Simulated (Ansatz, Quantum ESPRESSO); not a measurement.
# NaCl (Fm-3m): third-order response, part 3 of 3

Which lines does NaCl (Fm-3m) show in Raman and infrared spectra?

Quantum ESPRESSO 8.0 development, patched; DFT LDA, scalar-relativistic, plane waves, PseudoDojo norm-conserving pseudopotentials.

So far. Step 5 (Zone-centre response): The acoustic modes at Γ come out as far as 4.3 cm⁻¹ from zero, where they should vanish, a small numerical error; the Born charges miss their sum rule by 3.0e-5 e, which is good. Step 6 (Modes with the sum rule): The rule moves no optical mode by more than 0.1 cm⁻¹. The relaxed cell has a = 5.466 Å (conventional setting).

The database entry behind the starting cell differs from later determinations by our own check (an axis about 0.4 % short against later determinations), so it need not match the best structure at ambient conditions.

## Step 8: Sum rules set otherwise (asr crystal)

The rule can be imposed in more than one way; the choices should agree where the raw error is small.

The input, dynmat.in:

```
&INPUT
  fildyn = 'g.dyn'
  asr    = 'crystal'
  fileig = 'dynmat.eig'
  lperm  = .true.
/
```

Command:

```bash
$ dynmat.x -in dynmat.in > dynmat.out
```

The log of the run:

```text
[banner, memory and clock lines left out]
Program DYNMAT v.8.0dev

     Reading Dynamical Matrix from file g.dyn
     ...Force constants read
     ...epsilon and Z* read
     ...Raman cross sections read
     Acoustic Sum Rule: || Z*(ASR) - Z*(orig)|| =    4.508894E-05
     Acoustic Sum Rule: ||dyn(ASR) - dyn(orig)||=    1.145491E-04
     A direction for q was not specified:TO-LO splitting will be absent

     Polarizability (A^3 units)
     multiply by 0.641552 for Clausius-Mossotti correction (not under assume_isolated = 'mt')
         5.446126    0.000000    0.000000
         0.000000    5.446126    0.000000
        -0.000000   -0.000000    5.446126

     IR activities are in (D/A)^2/amu units

# mode   [cm-1]    [THz]      IR
    1     -0.00   -0.0000    0.0000
    2     -0.00   -0.0000    0.0000
    3     -0.00   -0.0000    0.0000
    4    188.46    5.6500    1.9060
    5    188.46    5.6500    1.9060
    6    188.46    5.6500    1.9060

Electronic dielectric permittivity tensor (relative, adimensional)
         2.676164    0.000000    0.000000
         0.000000    2.676164    0.000000
        -0.000000   -0.000000    2.676164

 ... with zone-center polar mode contributions
         5.479231    0.000000    0.000000
         0.000000    5.479231    0.000000
         0.000000    0.000000    5.479231
```

The job ended after 0.7 s (1 thread of Intel Xeon Platinum 8488C (Sapphire Rapids), shared host).

Zone-centre frequencies as printed; negative means imaginary. Modes:

```tsv
mode	frequency (cm⁻¹)
1	0
2	0
3	0
4	188.5
5	188.5
6	188.5
```

Against the first rule no mode moves by more than 0.1 cm⁻¹.

## Step 9: Modes along a direction of q (1 0 0)

A longitudinal polar mode sets up a macroscopic field that stiffens it; the term hangs on the direction from which q goes to zero.

The input, dynmat.in:

```
&INPUT
  fildyn = 'g.dyn'
  asr    = 'simple'
  fileig = 'dynmat.eig'
  q(1)   = 1.0
  q(2)   = 0.0
  q(3)   = 0.0
/
```

Command:

```bash
$ dynmat.x -in dynmat.in > dynmat.out
```

The log of the run:

```text
[banner, memory and clock lines left out]
Program DYNMAT v.8.0dev

     Reading Dynamical Matrix from file g.dyn
     ...Force constants read
     ...epsilon and Z* read
     ...Raman cross sections read

     Polarizability (A^3 units)
     multiply by 0.641552 for Clausius-Mossotti correction (not under assume_isolated = 'mt')
         5.446126    0.000000    0.000000
         0.000000    5.446126    0.000000
        -0.000000   -0.000000    5.446126

     IR activities are in (D/A)^2/amu units

# mode   [cm-1]    [THz]      IR
    1     -0.00   -0.0000    0.0000
    2     -0.00   -0.0000    0.0000
    3      0.00    0.0000    0.0000
    4    188.41    5.6485    1.9060
    5    188.41    5.6485    1.9060
    6    269.63    8.0834    1.9060
```

Wall time 0.7 s (1 thread).

This step gave:

```yaml
highest_mode_moved_by_the_lo_to_term: 269.6 cm⁻¹
```

Zone-centre frequencies as printed; negative means imaginary. Modes:

```tsv
mode	frequency (cm⁻¹)
1	0
2	0
3	0
4	188.4
5	188.4
6	269.6
```

The field moves one mode, from 188 to 270 cm⁻¹; the others stay.

## Step 10: The same in Ansatz

A second program on the same cell, potentials, cutoff and meshes tests the implementation of the phonon response, not its convergence. Its field response is summed in its own way. Its k mesh is centred on Γ.

This step: DFT LDA, scalar-relativistic, plane waves, PseudoDojo norm-conserving pseudopotentials (Ansatz 0.2.0).

The input, input.yaml:

```yaml
crystal:
  lattice:
    - [-2.7330675277, 0.0, 2.7330675277]
    - [0.0, 2.7330675277, 2.7330675277]
    - [-2.7330675277, 2.7330675277, 0.0]
  atoms:
    - { symbol: Na, position: [0.0, 0.0, 0.0] }
    - { symbol: Cl, position: [0.5, 0.5, 0.5] }
kpoints:
  mp_grid: { grid: [8, 8, 8] }
hamiltonian:
  xc: lda
  pseudopotentials: { kind: nc, accuracy: standard }
scf:
  occupations: { method: fixed }
output:
  eigenvalues: true
basis:
  ecutwfc: 1197.301
phonons:
  method: dfpt
  dielectric: true
  rigid_motions: translations
  raman: true
```

Command:

```bash
$ ansatz run input.yaml --threads 2 --pin off --max-ram 4096MiB --backend cpu --events-out ev --progress --plain --runs-dir out
```

The log of the run:

```text
Engine: ansatz 0.2.0, x86_64-unknown-linux-gnu
Pseudopotentials: kind: nc
Pseudopotential: Na, nc, valence charge 9, recommended cutoff 1197.300995 eV (normal), Na.nc.azcp (PseudoDojo's, or run here from an input of PseudoDojo's; its table is named by hamiltonian.pseudopotentials.accuracy)
Pseudopotential: Cl, nc, valence charge 7, recommended cutoff 761.918815 eV (normal), Cl.nc.azcp (PseudoDojo's, or run here from an input of PseudoDojo's; its table is named by hamiltonian.pseudopotentials.accuracy)
Functional definition: SPW92
  exchange = slater_x
  correlation = pw_c
Crystal: 2 atoms, lattice volume = 40.830 Å³
Basis set: ecut = 1197.301 eV, 3839 PW (Γ), exchange–correlation on 90×90×90 points (8 copies of the dense FFT grid, shifted against one another)
Bands: 12, of which v1, the nominal top of the filled ones, is band 8 counted from 1 (7 counted from 0)
Symmetry: 48 space group operations
k-points: 59 of 512 (irreducible under 8 space group operations, time reversal used)
Non-local potential: Na, projectors of the file, l = 0: 2, l = 1: 2
Non-local potential: Cl, projectors of the file, l = 0: 2, l = 1: 2, l = 2: 2
Initial density: superposition of atomic densities (chi_scale 0.1, normalization cell, long waves kept (reshape's long-wave potential 0.00 eV rms))
Initial wavefunctions: pseudopotential atomic-orbital guess
Functional: x = slater, c = lda
SCF iter   1: F=—  HF=-1692.326977 eV  |F-HF|=—  |Δ(HF+E_count)|=         —  Δρ=9.00e-2  dr2=2.27e0  ethr=3.10e-3  ⟨swp⟩=5.0  Hψ=3877  notcnv=0  defer=63
preconditioner: auto → none  [insulator: Δε(μ)=4.099 eV  Ē_g=12.945 eV  n_scr=14 (ndim 8)  ℏωp=16.4 eV  f_vac=0.000  ε∞_Penn≈2.6]
SCF iter   2: F=—  HF=-1691.205181 eV  |F-HF|=—  |Δ(HF+E_count)|=    1.12e0  Δρ=1.75e-2  dr2=1.10e-1  ethr=3.10e-3  ⟨swp⟩=3.0  Hψ=2047  notcnv=0  defer=59
SCF iter   3: F=—  HF=-1691.158362 eV  |F-HF|=—  |Δ(HF+E_count)|=   4.68e-2  Δρ=8.29e-3  dr2=1.18e-2  ethr=6.89e-4  ⟨swp⟩=3.0  Hψ=1253  notcnv=0  defer=113
SCF iter   4: F=—  HF=-1691.153646 eV  |F-HF|=—  |Δ(HF+E_count)|=   4.72e-3  Δρ=2.03e-3  dr2=7.97e-4  ethr=7.36e-5  ⟨swp⟩=2.4  Hψ=858  notcnv=0  defer=113
SCF iter   5: F=—  HF=-1691.153507 eV  |F-HF|=—  |Δ(HF+E_count)|=   1.38e-4  Δρ=1.88e-4  dr2=8.42e-6  ethr=4.98e-6  ⟨swp⟩=2.8  Hψ=1248  notcnv=0  defer=113
SCF iter   6: F=—  HF=-1691.153502 eV  |F-HF|=—  |Δ(HF+E_count)|=   5.14e-6  Δρ=5.54e-5  dr2=1.20e-6  ethr=5.26e-8  ⟨swp⟩=2.1  Hψ=1109  notcnv=0  defer=64
SCF iter   7: F=—  HF=-1691.153546 eV  |F-HF|=—  |Δ(HF+E_count)|=   4.41e-5  Δρ=1.41e-5  dr2=6.99e-8  ethr=7.49e-9  ⟨swp⟩=2.4  Hψ=1123  notcnv=0  defer=22
SCF iter   8: F=—  HF=-1691.153546 eV  |F-HF|=—  |Δ(HF+E_count)|=   2.85e-8  Δρ=9.00e-7  dr2=5.12e-10  ethr=4.37e-10  ⟨swp⟩=2.2  Hψ=1117  notcnv=0  defer=22
SCF iter   9: F=-1691.153546 eV  HF=-1691.153546 eV  |F-HF|=2.27e-13  |Δ(HF+E_count)|=  6.30e-11  Δρ=1.63e-7  dr2=2.89e-12  ethr=1.00e-12  ⟨swp⟩=10.1  Hψ=5219  notcnv=0
SCF 1 converged in 9 iterations: F = -1691.153546 eV  dr2 = 2.89e-12
DFPT response loops at Γ: preconditioner auto → none (the input reference at scf.mixing.eps_inf says where Resta's filter doesn't serve); β = 0.50; Broyden in place of MSR1
── the response to a field inside a basis, on 8×8×8 k-points: an SCF that follows is theirs, and a resumed run solves both again ──
Bands: 9, of which v1, the nominal top of the filled ones, is band 8 counted from 1 (7 counted from 0)
k-points: 60 of 512 (irreducible under 12 space group operations)
Initial density: handed on by an earlier stage of this run
Initial wavefunctions: pseudopotential atomic-orbital guess (no wavefunctions were taken with the density)
Eigensolver: Dense (60 Hₖ)
SCF iter   1: F=—  HF=-1691.152173 eV  |F-HF|=—  |Δ(HF+E_count)|=         —  Δρ=7.96e-5  dr2=1.84e-7  ethr=1.00e-1
preconditioner: auto → none  [insulator: Δε(μ)=5.238 eV  Ē_g=18.817 eV  n_scr=14 (ndim 8)  ℏωp=21.7 eV  f_vac=0.006  ε∞_Penn≈2.3]
SCF iter   2: F=—  HF=-1691.152173 eV  |F-HF|=—  |Δ(HF+E_count)|=   3.32e-7  Δρ=3.97e-5  dr2=4.51e-8  ethr=1.15e-9
SCF iter   3: F=—  HF=-1691.152173 eV  |F-HF|=—  |Δ(HF+E_count)|=   1.13e-7  Δρ=1.67e-6  dr2=1.12e-9  ethr=2.82e-10
SCF iter   4: F=-1691.152173 eV  HF=-1691.152173 eV  |F-HF|=2.73e-12  |Δ(HF+E_count)|=  3.90e-10  Δρ=2.36e-7  dr2=3.73e-12  ethr=7.00e-12
SCF 1 converged in 4 iterations: F = -1691.152173 eV  dr2 = 3.73e-12
DFPT response loops at Γ: mixed as the last ones told, above
DFPT response loops at Γ: mixed as the last ones told, above
DFPT response loops at Γ: mixed as the last ones told, above
SCF converged after 9 iterations
Free energy (F): -1691.153546 eV
Harris-Foulkes:  -1691.153546 eV  (|F-HF|=2.27e-13)
Internal energy: -1691.153546 eV  (E = F + TS)
E sigma→0 (E₀):  -1691.153546 eV
Fermi energy:    1.577005 eV
--- Per-component energies (eV) ---
  E_band       = -225.930214
  E_kinetic    = 908.359473
  E_local      = -1528.900898  (includes V_loc(G=0)·N_el)
  E_nonlocal   = -342.967558
  E_hartree    = 542.651015
  E_xc         = -304.365076
  E_vxc        = -347.723292  (∫ρ·V_xc dr)
  E_ewald      = -965.930503
  E_smearing   = -0.000000  (= −TS)
  E_closure    = 0.000000  (closes the sum)
  Σ components = -1691.153546   (vs F -1691.153546, Δ=0.00e0)
--- Band table (eV; the first three rows and the last of 59) ---
  k-point 0: bands = [... 4 lower, -11.2602, 1.5770, 1.5770, 1.5770, 6.6482, 12.4240, 12.4240, 12.4240]
  k-point 1: bands = [... 4 lower, -11.1967, 1.1229, 1.5254, 1.5254, 7.2012, 11.8906, 12.6382, 12.6382]
  k-point 2: bands = [... 4 lower, -11.0380, 0.2448, 1.4056, 1.4056, 8.1805, 11.4632, 12.7766, 12.7766]
  k-point 58: bands = [... 4 lower, -10.7443, -0.4296, 0.8560, 0.8560, 8.9844, 9.1953, 13.1954, 16.7210]
--- Phonons (Γ-DFPT): 2 representative perturbations + reference, on 59 of 512 k-points (Σ response iterations 6) ---
  k mesh reduced under 8 symmetry operations, with k and −k counted as one. Each operation leaves every solved perturbation unchanged. A smaller set is not considered because the run solves the response to a homogeneous field
  ASR residual: 2.952e-4 → 0.000e0 eV/Å²; symmetrization residual: 9.036e-6 eV/Å²
  ASR residual per site (eV/Å²): 2.95e-4 4.32e-5
  Γ frequencies (cm⁻¹): 0.00 0.00 0.00 188.47 188.47 188.47
  ε∞ (high-frequency dielectric tensor):
        2.675822     0.000000     0.000000
        0.000000     2.675822     0.000000
        0.000000    -0.000000     2.675822
  ε⁰ (static dielectric tensor: ions relaxed, cell fixed):
        5.478937     0.000000     0.000000
        0.000000     5.478937     0.000000
        0.000000    -0.000000     5.478937
  ε⁰ − ε∞ (ionic part):
        2.803115     0.000000     0.000000
        0.000000     2.803115     0.000000
        0.000000     0.000000     2.803115
  softest optical mode at Γ: 188.47 cm⁻¹; the repairs (sum rule, projections) moved no ω² at Γ by more than (2.03 cm⁻¹)²
  Born effective charges Z* (e; rows j = field, columns β = displacement):
    site 0:
         1.07338    0.00000   -0.00000
         0.00000    1.07338   -0.00000
         0.00000    0.00000    1.07338
    site 1:
        -1.07338    0.00000    0.00000
        -0.00000   -1.07338    0.00000
        -0.00000    0.00000   -1.07338
  Z* charge neutrality: 2.008e-6 e pre-enforcement
  k-mesh period / interband length: 30.9 Å / 1.34 Å = 23.05 at k = (0.0000, 0.0000, 0.0000), direct gap 5.071 eV — 14 or more, which is no proof of convergence
  Raman tensors (in the event stream and the table raman_tensors.tsv): an entry may err by 3.3e-4 Å², one of the second-order susceptibility by 2.4e-20 pm/V (basis, points and sum rule); their sum over the sites missed zero by 1.835e-21 Å² ahead of its enforcement
  optical modes at Γ without the LO–TO term, one row a degenerate level:
      ω (cm⁻¹)  modes    IR ((D/Å)²/amu)  static Raman (Å⁴/amu)  depolarisation
        188.47      3             5.7180                 0.0000               —
  optical modes at Γ + LO–TO along q̂ = [1.0000, 0.0000, 0.0000]:
      ω (cm⁻¹)  modes    IR ((D/Å)²/amu)  static Raman (Å⁴/amu)  depolarisation
        188.47      2             3.8120                 0.0000               —
        269.68      1             1.9060                 0.0000               —
  optical modes at Γ + LO–TO along q̂ = [0.0000, 1.0000, 0.0000]:
      ω (cm⁻¹)  modes    IR ((D/Å)²/amu)  static Raman (Å⁴/amu)  depolarisation
        188.47      2             3.8120                 0.0000               —
        269.68      1             1.9060                 0.0000               —
  optical modes at Γ + LO–TO along q̂ = [0.0000, 0.0000, 1.0000]:
      ω (cm⁻¹)  modes    IR ((D/Å)²/amu)  static Raman (Å⁴/amu)  depolarisation
        188.47      2             3.8120                 0.0000               —
        269.68      1             1.9060                 0.0000               —
```

Run time: 99 s. Hardware: 2 threads; peak memory 0.83 GiB; 3.2 min of CPU time.

Read from the output:

```yaml
sum_rule_residual_before_enforcement: 2.95e-4 eV/Å²
miss_of_the_charge_sum_rule: 2.01e-6 e
highest_mode_moved_by_the_lo_to_term: 269.7 cm⁻¹
```

Transverse modes. Lines of the infrared spectrum (strongest = 100):

```tsv
position (cm⁻¹)	label	IR intensity ((D/Å)²/amu), degenerate modes summed, relative
188	T1u	100
```

## Step 11: Side by side: QE PseudoDojo and Ansatz, PseudoDojo

Worked out from the results:

* root-mean-square difference: 0.06 cm⁻¹
* largest difference: 0.06 cm⁻¹

Frequencies side by side, by row:

```tsv
q (reciprocal lattice)	mode	QE PseudoDojo (cm⁻¹)	Ansatz, PseudoDojo (cm⁻¹)
0 0 0	1	0	0
0 0 0	2	0	0
0 0 0	3	0	0
0 0 0	4	188.4	188.5
0 0 0	5	188.4	188.5
0 0 0	6	188.4	188.5
```

The two runs side by side. Further quantities:

```tsv
quantity	QE PseudoDojo	Ansatz, PseudoDojo
mean ε∞	2.676	2.676
largest Born charge in size (e; the first before, the second after the charge sum rule)	1.073	1.073
summed IR intensity ((D/Å)²/amu)	5.718	5.718
```

At the zone centre the largest difference (acoustic modes at Γ apart) is 0.03 % of the highest mode.

## Step 12: What came out

```
space group after relaxation                                           : Fm-3m
volume per atom                                                        : 20.4 Å³
gap on the k-mesh                                                      : 5.07 eV
highest optical zone-centre mode (no LO-TO term)                       : 188.4 cm⁻¹
highest mode moved by the LO-TO term                                   : 269.6 cm⁻¹
mean high-frequency dielectric constant                                : 2.68
largest Born charge in size (third of the trace)                       : 1.07 e
mean static dielectric constant                                        : 5.48
imaginary optical modes at the zone centre (no q mesh in this session) : none
largest difference from Ansatz, PseudoDojo                             : 0.06 cm⁻¹
```

In words: No mode is Raman active in this structure; the strongest infrared line lies at 188 cm⁻¹. At the LDA level the optical modes of NaCl (Fm-3m) at the zone centre (no LO-TO term) lie at 188 cm⁻¹. Along the directions run, the highest mode that the macroscopic field moves lies at 270 cm⁻¹. Lattice motion raises the mean dielectric constant from 2.676 to 5.481. The Born charge of Na is 1.073 e against a formal charge of +1, close to the ionic value. The Lyddane-Sachs-Teller relation holds: (ωLO/ωTO)² is 2.05 and ε₀/ε∞ is 2.05. QE PseudoDojo and Ansatz, PseudoDojo agree to 0.06 cm⁻¹ (0.03 % of the highest mode compared) on all solved modes but the acoustic ones at Γ, without the LO-TO term. These are harmonic frequencies at zero temperature: anharmonic shifts and linewidths and thermal expansion are left out. The build is a development version in which the Raman tensors of release 7.5 are mended; dynmat.x leaves out the electro-optic term of LO lines.

[Host names and launcher messages were left out of these logs when they were recorded.]

[Logs are printed without paths, hosts, clocks, repeated set-up lines and the standing remarks that a program may print on its own settings, such as how far it seeks lower states.]

[Hosts, paths, dates, database ids (printed as entryN), source tags and the programs' standing remarks are cut or masked in the printed files.]
